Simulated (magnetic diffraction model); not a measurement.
## Which magnetic order? Mg3FeC3

Space group P2_1/m (no. 11), a = 6.3430 Å, b = 4.3660 Å, c = 6.4760 Å, β = 101.70°.

```csv
site,atom,x,y,z
2e,Fe,0.3065,1/4,0.6818
2e,Mg,0.1942,3/4,0.3738
2e,Mg,0.0965,3/4,0.8849
2e,Mg,0.5948,3/4,0.8699
2e,C,0.1937,1/4,0.3984
2e,C,0.1078,1/4,0.8596
2e,C,0.5841,1/4,0.8395
```

This is a made-up structure (elements placed in a structure type, unrelaxed), so the numbers test the method and describe no known phase.

Only Fe is taken to order (form factors of Fe2+); orders and moment sizes are assumed, and not adapted to the symmetry. Radiation: neutrons of λ = 2.52 Å, 3° to 75°; isotropic B of 0.53 Å² (Fe), 0.51 Å² (Mg) and 0.68 Å² (C). Simulated constant-wavelength pattern: nuclear and magnetic terms add, the magnetic one as |2.695 fm × Σ f S⊥ exp(2πi Q·r) exp(−B s²)|², summed over all Q at one angle with the factor 1/(sin²θ cos θ). For collinear order S is the moment m, which repeats by lattice and centring translations R with the sign exp(−2πi k·R). Free-ion form factors, Sears's scattering lengths of 1992, no absorption; a label names one of the reflections at its angle. The strongest nuclear line in the range is 100, and lines under 0.2 are left out.

Above the ordering temperature:

```
2θ (°)     index      I
 22.92   (0 0 1)    2.1
 29.37  (1 0 -1)    1.1
 41.02   (0 1 1)   32.7
 41.31   (1 1 0)   27.4
 45.18  (1 1 -1)   13.0
 46.83   (0 0 2)    6.2
 47.87   (2 0 0)    5.4
 48.91  (2 0 -1)    7.2
 57.56   (1 0 2)    7.2
 58.23   (2 0 1)   30.0
 58.83   (0 1 2)    2.5
 59.72   (2 1 0)    1.2
 60.62  (2 1 -1)    1.8
 60.94  (2 0 -2)   61.9
 68.29   (1 1 2)    4.5
 68.91   (2 1 1)    4.7
 70.51   (0 2 0)  100.0
 71.39  (2 1 -2)    4.0
 72.23  (1 0 -3)    5.3
 73.18   (0 0 3)    0.9
 73.84  (3 0 -1)    0.8
 74.97   (3 0 0)    1.2
```

Below it (cell unchanged):

```
2θ (°)      I
 22.92    3.5
 23.41    1.5
 29.37    2.1
 33.55    1.1
 41.02   32.9
 41.31   27.5
 45.18   13.6
 46.83    6.4
 47.87    5.6
 48.91    7.3
 50.25    0.6
 57.56    7.3
 58.23   30.1
 58.83    2.7
 59.72    1.5
 59.95    0.6
 60.62    2.2
 60.94   62.2
 68.29    4.5
 68.91    4.7
 70.51  100.0
 71.39    4.0
 72.23    5.5
 73.18    0.9
 73.84    0.9
 74.97    1.2
```

**Question.** Find the propagation vector, then choose among these models:
A. collinear moments along [111], 1.19 μB on Fe; signs + at (0.3065, 1/4, 0.6818), − at (0.6935, 3/4, 0.3182)
B. collinear moments along [111], 1.19 μB on Fe; signs + at (0.3065, 1/4, 0.6818), + at (0.6935, 3/4, 0.3182)
C. collinear moments along [100], 1.19 μB on Fe; signs + at (0.3065, 1/4, 0.6818), + at (0.6935, 3/4, 0.3182)
D. collinear moments along [100], 1.19 μB on Fe; signs + at (0.3065, 1/4, 0.6818), − at (0.6935, 3/4, 0.3182)

No line moves, and magnetic intensity falls on nuclear lines such as the one at 22.92°; new lines at (1 0 0) and (0 1 0) have whole indices that obey the lattice centring, at places with no nuclear intensity to speak of, so the magnetic cell equals the chemical primitive cell: k = 0.

Magnetic intensity, observed (below minus above) and for each model:

| 2θ (°) | index | observed | A | B | C | D |
| --- | --- | --- | --- | --- | --- | --- |
| 22.92 | (0 0 1) | 1.4 | 1.4 | 0.3 | 0.6 | 2.7 |
| 23.41 | (1 0 0) | 1.5 | 1.5 | 0.2 | <0.2 | <0.2 |
| 29.37 | (1 0 -1) | 0.9 | 0.9 | 0.9 | 0.4 | 0.4 |
| 33.55 | (0 1 0) | 1.1 | 1.1 | <0.2 | <0.2 | 1.4 |
| 36.29 | (1 0 1) | <0.2 | <0.2 | 0.2 | 0.7 | <0.2 |
| 41.02 | (0 1 1) | 0.2 | 0.2 | 1.0 | 1.4 | 0.3 |
| 41.31 | (1 1 0) | 0.1 | 0.1 | 1.0 | 1.0 | 0.1 |
| 50.25 | (1 1 1) | 0.5 | 0.5 | <0.2 | <0.2 | 0.8 |

Model A matches.

The structure used: k = (0 0 0), collinear moments along [111], 1.19 μB on Fe; signs + at (0.3065, 1/4, 0.6818), − at (0.6935, 3/4, 0.3182).

[Logs are printed without paths, hosts, clocks, repeated set-up lines and the standing remarks that a program may print on its own settings, such as how far it seeks lower states.]
